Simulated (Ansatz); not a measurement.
# Changed inputs in constrained RPA: ScF3 (Pm-3m), part 2 of 2

Aim: hold the target of a cRPA run on ScF3 (Pm-3m) and move one thing at a time.

Ansatz 0.2.0; constrained RPA on LDA, plane waves, PAW.

So far. Step 5 (Changed: accuracy high): On the Sc t2g shell, screening brings the on-site interaction from 15.9 eV down to U = 7.07 eV. Step 8 (Changed: volume -3 %): On the Sc t2g shell, screening brings the on-site interaction from 15.9 eV down to U = 7.07 eV.

### 9. Changed: volume +3 %

The cell differs from the one that the last finished run ended in (a 3.972 → 4.052 Å, b 3.972 → 4.052 Å, c 3.972 → 4.052 Å).

input.yaml

```yaml
crystal:
  lattice:
    - [-4.0521798115, 0.0, 0.0]
    - [0.0, 0.0, -4.0521798115]
    - [0.0, -4.0521798115, 0.0]
  atoms:
    - { symbol: Sc, position: [0.0, 0.0, 0.0] }
    - { symbol: F, position: [0.5, 0.0, 0.0] }
    - { symbol: F, position: [0.0, 0.5, 0.0] }
    - { symbol: F, position: [0.0, 0.0, 0.5] }
kpoints:
  mp_grid: { grid: [8, 8, 8] }
hamiltonian:
  xc: lda
scf:
  occupations: { method: gaussian, width: 0.08 }
  n_extra_bands: 19
  max_iter: 150
output:
  crpa:
    kmesh: [4, 4, 4]
    target_bands: [c1, c3]
    projections: [{ species: Sc, l: d, shell: 3, orbitals: [dxz, dyz, dxy] }]
  local_orbitals:
    kmesh: [8, 8, 8]
    orbitals: [{ species: Sc, l: d, shell: 3, orbitals: [dxz, dyz, dxy] }]
    window: { bands: [c1, c3] }
    seedname: lo
```

Started as:

```sh
$ ansatz run input.yaml --threads 4 --pin off --max-ram 9216MiB --backend cpu --events-out ev --progress --plain --runs-dir out
```

Numbers of over 12 decimals in the logs are rounded to 6 here.

The log of the run:

```text
[...]
Crystal: 4 atoms, lattice volume = 66.537 Å³
Basis set: ecut = 420 eV, 1309 PW (Γ)
Bands: 35, of which v1, the nominal top of the filled ones, is band 16 counted from 1 (15 counted from 0)
Symmetry: 48 space group operations
[...]
k-points: 35 of 512
[...]
k-point 34: bands = [... 12 lower, -3.0317, -0.8357, -0.8357, -0.8357, 6.7797, 6.7797, 6.7797, 9.5862, ... 15 higher]
[...]
χ-basis size per q: N_G = 232..280
[...]
Site 0, 3D, 3 of 5 d orbitals (Wannier functions 1, 2, 3; wannier90's mr 2, 3, 5):
      screened: U = 7.0662 eV, U' = 6.1213 eV, J = 0.4686 eV
      screened, to within: U = 9.4e-3 eV, U' = 9.4e-3 eV, J = 6.2e-4 eV
      bare: V = 15.9847 eV, V' = 14.7828 eV, J = 0.5928 eV
[...]
[key lines of the parts left out:]
SCF converged after 6 iterations
Free energy (F): -4477.734066 eV
Fermi energy:    2.196093 eV
```

Run time: 23 s. Hardware: 4 threads of Arm Neoverse V1, shared host; peak memory 0.49 GiB; 86 s of CPU time.

Numbers from this step:

```
U                                                 : 7.066 eV
U prime (inter-orbital)                           : 6.121 eV
J                                                 : 0.4686 eV
bare V                                            : 15.98 eV
bare J                                            : 0.5928 eV
stated bound on U                                 : 0.009322 eV
U over bare V                                     : 0.4421
electrons in the window                           : 0
head of the constrained inverse dielectric matrix : 0.4530
least eigenvalue of the projection's overlap      : 0.7621
target functions                                  : 3
bands in the sums                                 : 38
r.m.s. miss of the model bands                    : 2.35e-5 eV
width of the target bands                         : 1.553 eV
weight of the projected orbitals in the window    : 0.8857
```

On the Sc t2g shell, screening brings the on-site interaction from 16.0 eV down to U = 7.07 eV.

### 10. Changed: volume -6 %

The cell differs from the one that the last finished run ended in (a 4.052 → 3.931 Å, b 4.052 → 3.931 Å, c 4.052 → 3.931 Å).

Changes to input.yaml since step 9:

```diff
@@ -2,5 +2,5 @@
   lattice:
-    - [-4.0521798115, 0.0, 0.0]
-    - [0.0, 0.0, -4.0521798115]
-    - [0.0, -4.0521798115, 0.0]
+    - [-3.9305402819, 0.0, 0.0]
+    - [0.0, 0.0, -3.9305402819]
+    - [0.0, -3.9305402819, 0.0]
   atoms:
```

The log of the run:

```text
[...]
Crystal: 4 atoms, lattice volume = 60.723 Å³
Basis set: ecut = 420 eV, 1213 PW (Γ)
Bands: 35, of which v1, the nominal top of the filled ones, is band 16 counted from 1 (15 counted from 0)
Symmetry: 48 space group operations
[...]
k-points: 35 of 512
[...]
k-point 34: bands = [... 12 lower, -2.6423, -0.1170, -0.1170, -0.1170, 8.2690, 8.2690, 8.2690, 11.4843, ... 15 higher]
[...]
χ-basis size per q: N_G = 203..228
[...]
Site 0, 3D, 3 of 5 d orbitals (Wannier functions 1, 2, 3; wannier90's mr 2, 3, 5):
      screened: U = 7.0657 eV, U' = 6.1343 eV, J = 0.4628 eV
      screened, to within: U = 9.1e-3 eV, U' = 9.1e-3 eV, J = 6.2e-4 eV
      bare: V = 15.8644 eV, V' = 14.6751 eV, J = 0.5862 eV
[...]
[key lines of the parts left out:]
SCF converged after 6 iterations
Free energy (F): -4477.781693 eV
Fermi energy:    3.145203 eV
```

Run time: 18 s. Hardware: 4 threads; peak memory 0.47 GiB.

Numbers from this step:

```
U                                                 : 7.066 eV
U prime (inter-orbital)                           : 6.134 eV
J                                                 : 0.4628 eV
bare V                                            : 15.86 eV
bare J                                            : 0.5862 eV
stated bound on U                                 : 0.009037 eV
U over bare V                                     : 0.4454
electrons in the window                           : 0
head of the constrained inverse dielectric matrix : 0.4475
least eigenvalue of the projection's overlap      : 0.7569
target functions                                  : 3
bands in the sums                                 : 38
r.m.s. miss of the model bands                    : 4.25e-5 eV
width of the target bands                         : 1.863 eV
weight of the projected orbitals in the window    : 0.8800
```

On the Sc t2g shell, screening brings the on-site interaction from 15.9 eV down to U = 7.07 eV.

### 11. Side by side

Times are wall times on 4 threads of Arm Neoverse V1, shared host, good to a factor of about two.

| run | bare V (eV) | U (eV) | J (eV) | bound on U (eV) | width (eV) | time |
| --- | --- | --- | --- | --- | --- | --- |
| target window | 15.95 | 7.070 | 0.467 | 0.0093 | 1.65 | 20 s |
| 6×6×6 mesh | 15.93 | 7.049 | 0.467 | 0.0093 | 1.65 | 1.7 min |
| 2×2×2 mesh | 16.11 | 7.207 | 0.469 | 0.0090 | 1.65 | 4.6 s |
| accuracy high | 15.95 | 7.070 | 0.467 | 0.0007 | 1.65 | 31 s |
| volume -3 % | 15.91 | 7.070 | 0.465 | 0.0091 | 1.75 | 19 s |
| volume +3 % | 15.98 | 7.066 | 0.469 | 0.0093 | 1.55 | 23 s |
| volume -6 % | 15.86 | 7.066 | 0.463 | 0.0090 | 1.86 | 18 s |

### 12. Summary of results

| Quantity | Value |
| --- | --- |
| target window | U 7.07 eV, J 0.47 eV |
| 6×6×6 mesh | U 7.05 eV, J 0.47 eV |
| 2×2×2 mesh | U 7.21 eV, J 0.47 eV |
| accuracy high | U 7.07 eV, J 0.47 eV |
| volume -3 % | U 7.07 eV, J 0.46 eV |
| volume +3 % | U 7.07 eV, J 0.47 eV |
| volume -6 % | U 7.07 eV, J 0.46 eV |

**Reading.** 6×6×6 mesh moves U by −0.02 eV at 5.0 times the time. 2×2×2 mesh moves U by +0.14 eV at 0.23 times the time. Accuracy high moves U by +0.001 eV (within the solver's bounds, for the mean over orbitals). Volume -3 % moves U by −0.0001 eV (within the solver's bounds, for the mean over orbitals). Volume +3 % moves U by −0.004 eV (within the solver's bounds, for the mean over orbitals). Volume -6 % moves U by −0.004 eV (within the solver's bounds, for the mean over orbitals). The printed bound covers the solver alone, not the mesh. The parent state is non-magnetic and the interaction static (zero frequency); U depends on the window and the orbitals, so it belongs to this model alone.

[Paths, hosts, dates, memory and timing lines, banners, echoed tables and standing remarks are left out of the program output.]

[Logs are printed without paths, hosts, clocks, repeated set-up lines and the standing remarks that a program may print on its own settings, such as how far it seeks lower states.]

[Runs of the session that timed out or met a known fault of the program may be left out.]

[Hosts, paths, dates, database ids (printed as entryN), source tags and the programs' standing remarks are cut or masked in the printed files.]
